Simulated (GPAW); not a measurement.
# The Ti K excitation threshold of TiO2 (Anatase, I4_1/amd) under uniform strain

For each volume the threshold was computed as E(hole) − E(ground) plus the lowest empty eigenvalue of the hole cell (GPAW, revPBE, 12-atom cell, total energies on 4×3×4 k points, the eigenvalue on 5×5×5, hole spin-paired). The values are raw, 23 eV above the value with the free atom's term for the hole's spin taken off; only their change is used. The threshold is the spectrum's zero, where absorption may be weak, not the visible edge.

| volume | ln(V/V₀) | threshold (eV) |
| --- | --- | --- |
| V × 0.94 | -0.06188 | ? |
| V × 0.97 | -0.03046 | 4985.041 |
| V × 1 | +0.00000 | 4985.148 |
| V × 1.03 | +0.02956 | 4985.243 |
| V × 1.06 | +0.05827 | 4985.329 |

Q: Fit a straight line in ln(V/V₀), give its slope, and predict the threshold at V × 0.94.

The means of the given rows are x̄ = +0.01434 and Ē = 4985.190 eV. Σ(x − x̄)(E − Ē) = 0.01419 and Σ(x − x̄)² = 0.004374, so the slope is +3.24 eV, and the line passes the given rows within 0.004 eV. At x = -0.06188 it gives 4985.190 + (+3.24) × (-0.07622) = 4984.943 eV. The run gives 4984.926 eV, a miss of +0.017 eV over a total move of +0.403 eV. The slope is the clamped-ion volume deformation potential of the lowest empty level of the hole cell on this mesh (the hole may pull it below the band edge) against the Ti 1s level, with the hole's relaxation included: the threshold rises by 0.032 eV for 1 % of expansion. The charged cell's image error also scales with the cell's size and isn't taken out.

[Hosts, paths, dates, database ids (printed as entryN), source tags and the programs' standing remarks are cut or masked in the printed files.]

[Lists of maxima count a maximum above −3 eV only where it reaches 4 % of the highest in the window and stands out from its surroundings by 2 % of it (1.5 % where it reaches 55 %); shoulders and weaker maxima are passed over, and of the rest the first, up to two pre-edge ones and the few strongest are named.]
